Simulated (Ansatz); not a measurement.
# Relaxing Zr2CO2 MXene/Bi2Te3 quintuple layer periodic stack (55 atoms)

How does Zr2CO2 MXene/Bi2Te3 quintuple layer periodic stack (55 atoms) relax, and what do bonds, charges and levels look like afterwards?

Program: Ansatz 0.2.0. Level of theory: Kohn-Sham DFT, PBE+D4, PAW (set soft_2, large core), plane waves. Results are calculated unless marked as measured.

## (1) Set-up

The cell holds 55 atoms: 7 C, 14 Zr, 14 O, 12 Te and 8 Bi. Cell: a = 8.759 Å, b = 8.759 Å, c = 18.610 Å, α = 90.0°, β = 90.0°, γ = 120.0°. It derives from Zr2CO2 and Bi2Te3. 7 cells of Zr2CO2 MXene (a = 3.31 Å, strained +0.01 %) and 4 cells of Bi2Te3 quintuple layer (a = 4.38 Å, -0.01 %) on one hexagonal cell, twist 40.89 deg; facing planes 3.34, 3.17 Å apart; periodic along z; displaced by a Gaussian of 0.01 Å. Regions: layer 1, 35 atoms (7 C, 14 Zr and 14 O); layer 2, 20 atoms (12 Te and 8 Bi).

Limits known from the start: The levels lack spin–orbit coupling, which is large for the heavy elements here.

## (2) Single point at the start

The forces at the start show how far the geometry lies from a minimum of this functional.

input.yaml

```yaml
crystal:
  lattice:
    - [8.7587, 0.0, 0.0]
    - [-4.37935, 7.58526, 0.0]
    - [0.0, 0.0, 18.61]
  atoms:
    - { symbol: C, position: [0.14394, 0.71308, 0.12404] }
    - { symbol: Zr, position: [0.37973, 0.90357, 0.19687] }
    - { symbol: Zr, position: [0.33403, 0.66565, 0.04966] }
    - { symbol: O, position: [0.33242, 0.66505, 0.24653] }
    [... 45 atom lines left out ...]
    - { symbol: Te, position: [0.23689, 0.60644, 0.82909] }
    - { symbol: Te, position: [0.06993, 0.77293, 0.62892] }
    - { symbol: Bi, position: [0.23491, 0.10822, 0.5189] }
    - { symbol: Bi, position: [0.40168, 0.93811, 0.73804] }
    - { symbol: Te, position: [0.40206, 0.93902, 0.42685] }
    - { symbol: Te, position: [0.23668, 0.106, 0.82923] }
kpoints:
  mp_grid: { grid: [2, 2, 1] }
hamiltonian:
  xc: pbe
  dispersion: d4
  pseudopotentials: { kind: paw, core: large }
scf:
  occupations: { method: gaussian, width: 0.025 }
output:
  forces: true
  stress: true
  populations: true
  dos:
    method: { smearing: { sigma: 0.15 } }
    de: 0.1
    projected:
      site_lists:
        Bi: [Bi]
        C: [C]
        O: [O]
        Te: [Te]
        Zr: [Zr]
        layer_1: [0, 1, 2, 3, 4, 5, 6, 7, 8, 9, 10, 11, 12, 13, 14, 15, 16, 17, 18, 19, 20, 21, 22, 23, 24, 25, 26, 27, 28, 29, 30, 31, 32, 33, 34]
        layer_2: [35, 36, 37, 38, 39, 40, 41, 42, 43, 44, 45, 46, 47, 48, 49, 50, 51, 52, 53, 54]
  eigenvalues: true
```

On the command line:

```bash
ansatz run input.yaml --threads 4 --pin off --max-ram 8192MiB --backend cpu --events-out ev --progress --plain --runs-dir out
```

It took 70 s on 4 threads of Arm Neoverse V2, shared host; peak memory 6.6 GiB; 4.5 min of CPU time.

The program notes that potentials were chosen by core size.

The run gave:

| Item | Value |
| --- | --- |
| free energy | -226849.9168 eV |
| free energy per atom | -4124.5439 eV/atom |
| SCF cycles | 17 |
| pressure | -0.7744 GPa |
| r.m.s. force component | 0.2628 eV/Å |
| longest force | 1.03 eV/Å |
| Fermi energy | 8.305 eV |
| gap (highest filled to lowest empty level) | 0.7909 eV |
| spilling of the projection | 0.003875 |

The r.m.s. force component of 0.26 eV/Å and the pressure of -0.77 GPa set the starting point.

Neighbours are counted within 2.82 Å (O-Zr), 2.81 Å (Zr-C), 3.68 Å (Te-Bi).

Length of the force by element and coordination:

```csv
element,coordination,atoms,mean length of the force (eV/Å),spread,least,most
Bi,all,8,0.0646,0.0331,0.0163,0.128
C,all,7,0.224,0.0848,0.104,0.372
O,all,14,0.322,0.100,0.161,0.502
Te,all,12,0.0807,0.0386,0.0263,0.164
Te,3,8,0.0758,0.0335,0.0263,0.136
Te,6,4,0.0904,0.0458,0.0371,0.164
Zr,all,14,0.807,0.103,0.629,1.03
```

## (3) Relaxation

With the cell held, the atoms are moved downhill towards a nearby minimum.

input.yaml, the sections that differ from step 2:

```yaml
output:
  forces: true
relax:
  f_tol: 0.05
  max_steps: 130
# crystal, kpoints, hamiltonian, scf: as in step 2
```

It took 2 min on 4 threads; peak memory 6.7 GiB; 7.8 min of CPU time.

The steps of the relaxation:

```csv
step,energy less that of the first step (eV),largest force component (eV/Å)
1,0.0000,1.0097
2,0.3495,1.2886
3,-0.2026,0.1368
4,-0.2137,0.0130
```

Relaxation step 2 was tried and not accepted.

The atoms that moved most (Å):

```csv
atom,dx,dy,dz,length
Bi53,0.002,0.013,-0.087,0.088
Te36,0.016,0.009,-0.084,0.086
Te45,-0.020,0.018,-0.070,0.075
Zr7,0.003,-0.003,0.072,0.072
Te51,-0.024,0.011,-0.065,0.071
Bi37,-0.007,0.017,-0.066,0.069
Zr27,0.014,0.001,0.063,0.064
Zr2,0.010,0.007,0.063,0.064
```

The relaxation changed the energy by -3.88 meV/atom, and atoms moved by 0.045 Å r.m.s., 0.088 Å at most.

## (4) Structure statistics after relaxation

Bonds before and after, by the cutoffs listed below:

```csv
pair,bonds before,bonds after,mean before (Å),mean after (Å),spread before (Å),spread after (Å)
O-Zr,42,42,2.127,2.117,0.013,0.003
Zr-C,42,42,2.350,2.364,0.013,0.003
Te-Bi,48,48,3.150,3.149,0.093,0.091
```

Density 6.43 g/cm³, 22.48 Å³ an atom.

g(r), total and by pair (bins of 0.2 Å):

```csv
r (Å),total,O-O,O-Zr,O-Te,O-Bi,O-C,Zr-Zr
2.10,3.02,0.00,23.35,0.00,0.00,0.00,0.00
2.30,2.42,0.00,0.00,0.00,0.00,0.00,0.00
2.50,0.00,0.00,0.00,0.00,0.00,0.00,0.00
2.70,0.00,0.00,0.00,0.00,0.00,0.00,0.00
2.90,1.54,0.00,0.00,0.00,0.00,23.80,0.00
3.10,0.83,0.00,0.00,0.00,0.00,0.00,0.00
3.30,4.50,19.05,0.00,0.52,0.00,0.00,28.30
3.50,0.11,0.00,0.00,0.98,0.00,0.00,0.00
3.70,0.43,0.00,2.59,0.84,0.00,0.00,0.00
3.90,0.99,0.00,6.85,0.95,0.00,0.00,0.00
4.10,0.94,0.00,0.00,0.87,0.00,0.00,0.00
4.30,1.03,0.00,0.00,0.65,0.00,0.00,0.00
4.50,1.32,0.00,0.00,0.28,0.00,10.55,0.00
4.70,0.60,0.00,0.00,0.67,0.00,0.00,4.72
4.90,1.57,4.26,8.55,0.86,0.18,0.00,0.00
5.10,1.24,0.00,8.05,0.78,0.84,0.00,0.00
5.30,1.46,0.00,0.00,0.32,0.95,0.00,0.00
5.50,1.36,0.00,0.00,0.78,0.58,13.60,0.00
5.70,1.72,6.45,0.00,0.18,0.96,0.00,12.75
5.90,0.49,2.96,0.00,0.67,0.88,0.00,0.00
6.10,0.30,0.00,0.00,0.63,0.83,0.00,0.00
6.30,0.47,0.00,0.00,0.45,0.34,0.00,0.00
6.50,0.39,0.00,0.00,0.70,1.04,0.00,0.00
6.70,1.00,4.80,0.00,0.26,0.88,0.00,4.80
6.90,2.24,4.53,8.88,0.37,0.55,0.00,0.00
7.10,0.99,0.00,0.00,0.76,0.61,0.00,0.00
7.30,1.20,0.00,0.00,1.10,0.42,7.95,0.00
7.50,1.34,0.00,3.67,0.83,0.78,0.00,3.83
```

Bonds by pair of elements; cutoffs follow the first minimum of g(r), held within bounds set by covalent radii, and pairs that aren't listed don't count as bonded:

```csv
pair A-B,cutoff (Å),bonds,mean length (Å),spread (Å),shortest (Å),B about A,A about B
O-Zr,2.82,42,2.12,0.003,2.11,3,3
Zr-C,2.81,42,2.36,0.003,2.36,3,6
Te-Bi,3.62,48,3.15,0.091,3.04,4,6
```

How many atoms have how many bonded neighbours:

```csv
element,mean,3,6
Bi,6,0,8
C,6,0,7
O,3,14,0
Te,4,8,4
Zr,6,0,14
```

Bond angles (no mean is given where the spread exceeds 20°):

```csv
angle,count,mean (°),spread (°)
C-Zr-O,126,-,-
Te-Bi-Te,120,-,-
Zr-C-Zr,105,-,-
Bi-Te-Bi,84,-,-
Zr-O-Zr,42,103,0.2
```

Bond length by coordination (bonds to H left out):

```csv
element,coordination,atoms,mean bond length (Å)
Te,3,8,3.06
Te,6,4,3.24
```

With the cutoffs above, all Bi atoms have 6, all C atoms have 6, all O atoms have 3 and 67 % of Te atoms have 3 bonded neighbours. Bonds at Te atoms with 3 neighbours average 3.06 Å, against 3.24 Å at those with 6.

## (5) Single point at the relaxed geometry

One more single point at the end of the walk gives the fuller output and checks the residual forces.

input.yaml

```yaml
crystal:
  lattice:
    - [8.7587, 0.0, 0.0]
    - [-4.37935, 7.58526, 0.0]
    - [0.0, 0.0, 18.61]
  atoms:
    - { symbol: C, position: [0.14347, 0.71427, 0.12504] }
    - { symbol: Zr, position: [0.38126, 0.90444, 0.20024] }
    - { symbol: Zr, position: [0.33361, 0.66651, 0.05003] }
    - { symbol: O, position: [0.33344, 0.666, 0.24899] }
    [... 45 atom lines left out ...]
    - { symbol: Te, position: [0.23775, 0.60881, 0.82663] }
    - { symbol: Te, position: [0.0679, 0.77437, 0.6254] }
    - { symbol: Bi, position: [0.23582, 0.10705, 0.51647] }
    - { symbol: Bi, position: [0.40272, 0.93984, 0.73339] }
    - { symbol: Te, position: [0.40217, 0.93928, 0.42422] }
    - { symbol: Te, position: [0.23621, 0.10412, 0.8263] }
kpoints:
  mp_grid: { grid: [2, 2, 1] }
hamiltonian:
  xc: pbe
  dispersion: d4
  pseudopotentials: { kind: paw, core: large }
scf:
  occupations: { method: gaussian, width: 0.025 }
output:
  forces: true
  stress: true
  populations: intrinsic
  dos:
    method: { smearing: { sigma: 0.15 } }
    de: 0.1
    projected:
      site_lists:
        Bi: [Bi]
        C: [C]
        O: [O]
        Te: [Te]
        Zr: [Zr]
        layer_1: [0, 1, 2, 3, 4, 5, 6, 7, 8, 9, 10, 11, 12, 13, 14, 15, 16, 17, 18, 19, 20, 21, 22, 23, 24, 25, 26, 27, 28, 29, 30, 31, 32, 33, 34]
        layer_2: [35, 36, 37, 38, 39, 40, 41, 42, 43, 44, 45, 46, 47, 48, 49, 50, 51, 52, 53, 54]
  eigenvalues: true
  write_density: true
  write_potential: true
  volumetric_format: npy
  elf: true
```

The job ended after 75 s (4 threads; peak memory 6.6 GiB; 4.8 min of CPU time).

The run gave:

```
free energy                                      : -226850.1304 eV
free energy per atom                             : -4124.5478 eV/atom
SCF cycles                                       : 16
pressure                                         : -0.8907 GPa
r.m.s. force component                           : 0.00305 eV/Å
longest force                                    : 0.01296 eV/Å
Fermi energy                                     : 8.445 eV
gap (highest filled to lowest empty level) : 0.9545 eV
```

Intrinsic-atomic-orbital charges by element and coordination:

```csv
element,coordination,atoms,mean charge (e),spread,least,most
Bi,all,8,0.379,0.0017,0.376,0.381
C,all,7,-0.952,8.0e-4,-0.953,-0.950
O,all,14,-0.675,7.0e-4,-0.676,-0.674
Te,all,12,-0.241,0.0751,-0.348,-0.187
Te,3,8,-0.188,0.0011,-0.190,-0.187
Te,6,4,-0.347,7.0e-4,-0.348,-0.346
Zr,all,14,1.14,0.0016,1.14,1.14
```

By region:

```csv
region,atoms,mean length of the force (eV/Å),net charge (e)
layer 1,35,0.005,-0.14
layer 2,20,0.004,0.14
```

Density of states as counts of states in windows of 0.5 eV (from the Fermi level), total and the larger projections:

```csv
from (eV),to (eV),total,layer 1,Zr d,O p,Te p,Bi p,C p
-10,-9.5,13.6,8.6,2.0,0.1,0.2,0.2,0.0
-9.5,-9,5.2,2.3,0.6,0.0,0.2,0.2,0.0
-9,-8.5,3.0,0.0,0.0,0.0,0.1,0.1,0.0
-8.5,-8,0.2,0.0,0.0,0.0,0.0,0.0,0.0
-8,-7.5,0.3,0.0,0.0,0.0,0.0,0.0,0.0
-7.5,-6.5,0.0,0.0,0.0,0.0,0.0,0.0,0.0
-6.5,-6,1.4,1.4,0.4,0.6,0.0,0.0,0.2
-6,-5.5,11.1,11.0,2.9,6.2,0.0,0.0,1.0
-5.5,-5,23.3,22.5,5.9,14.8,0.4,0.3,0.7
-5,-4.5,26.9,24.6,5.3,17.2,1.2,0.9,1.2
-4.5,-4,28.1,21.6,2.8,16.9,3.4,2.7,0.7
-4,-3.5,6.5,1.9,0.2,1.5,2.5,1.9,0.1
-3.5,-3,16.7,4.6,1.4,1.0,6.9,4.6,2.0
-3,-2.5,16.6,8.2,2.4,2.0,5.0,3.0,3.4
-2.5,-2,18.3,10.7,3.1,2.2,4.5,2.6,5.0
-2,-1.5,19.8,12.6,3.0,2.8,4.8,1.8,6.4
-1.5,-1,17.8,4.8,1.0,1.3,11.6,0.6,2.3
-1,-0.5,10.8,0.8,0.1,0.2,9.3,0.1,0.4
-0.5,0,0.8,0.5,0.1,0.1,0.3,0.0,0.3
0,0.5,1.2,0.8,0.6,0.3,0.0,0.2,0.0
0.5,1,7.6,4.5,3.3,0.9,0.8,1.7,0.2
1,1.5,12.3,8.3,6.7,1.1,1.2,2.2,0.4
1.5,2,18.8,2.6,1.9,0.4,6.4,8.5,0.2
2,2.5,6.4,3.4,2.7,0.3,1.1,1.6,0.3
2.5,3,28.0,21.2,18.0,1.3,2.5,3.4,1.4
```

Between -26 and -10 eV lie 140 more states.

The stored curve holds about 360 of the 472 electrons; the rest, give or take the few that broadening carries across the Fermi level, lie in deeper levels below its range.

The levels nearest the highest filled one (over half full), pooled over k-points and spins:

```csv
level less the highest filled one (eV),occupation
-0.127,2
-0.107,2
-0.107,2
-0.106,2
-1.0e-4,2
0,2
0.955,0
0.988,0
0.989,0
0.989,0
1.33,0
1.33,0
```

Planar average of the electrostatic potential energy along the normal, with the Fermi level as zero, after a running mean with a triangular window 4 Å wide at its base:

```csv
height (Å),potential energy (eV)
0.0,-6.65
0.6,-9.82
1.0,-10.69
1.6,-10.08
2.1,-9.59
2.7,-9.66
3.1,-10.25
3.7,-10.62
4.2,-9.38
4.8,-5.91
5.2,-2.71
5.8,0.55
6.4,1.52
6.8,0.87
7.4,-1.07
7.9,-2.76
8.5,-4.69
8.9,-5.60
9.5,-6.06
10.0,-5.64
10.6,-4.53
11.0,-3.77
11.6,-3.22
12.1,-3.49
12.7,-4.43
13.3,-5.55
13.7,-6.05
14.3,-5.69
14.7,-4.83
15.3,-2.97
15.8,-1.29
16.4,0.71
16.8,1.45
17.4,0.66
17.9,-1.48
18.5,-5.63
```

Mean intrinsic-atomic-orbital charges: Bi +0.38, C -0.95, O -0.68, Te -0.24, Zr +1.14 e. By these charges the region 'layer 2' has given 0.14 e to 'layer 1'; where the regions aren't neutral units, this includes their ionic charge. The largest share in the top eV of filled states is Te p (73 % of the projected weight), and in the lowest eV of empty states Zr d (53 % of the projected weight).

## (6) Outcome

| Property | Result |
| --- | --- |
| energy change in the relaxation | -3.885 meV/atom |
| r.m.s. displacement | 0.045 Å |
| largest displacement | 0.088 Å |
| free energy per atom | -4124.5478 eV/atom |
| density | 6.431 g/cm³ |
| pressure | -0.8907 GPa |
| r.m.s. force component | 0.00305 eV/Å |
| gap (highest filled to lowest empty level) | 0.9545 eV |
| wall time of the 3 DFT runs | 4.4 min |

In words: Relaxation lowers the energy by 3.88 meV/atom and moves atoms by 0.045 Å r.m.s.; the r.m.s. force component goes from 0.26 to 0.0031 eV/Å, the pressure goes from -0.77 to -0.89 GPa, and the gap from 0.791 to 0.955 eV. By the final cutoffs no bond was broken or made. First to last step the energy falls by 0.214 eV; the largest move, 0.09 Å, is that of Bi53, with 1 other atom within 2 % of it. The Zr-C bonds change most in mean length: from 2.350 Å (spread 0.013) to 2.364 Å (spread 0.003). With the cutoffs above, all Bi atoms have 6, all C atoms have 6, all O atoms have 3 and 67 % of Te atoms have 3 bonded neighbours. Between filled and empty levels lie 0.955 eV on the run's k-points; the mesh holds the band edges only if they fold onto it, so the gap at this level can be narrower or closed.

[Logs are printed without paths, hosts, clocks, repeated set-up lines and the standing remarks that a program may print on its own settings, such as how far it seeks lower states.]

[Hosts, paths, dates, database ids (printed as entryN), source tags and the programs' standing remarks are cut or masked in the printed files.]
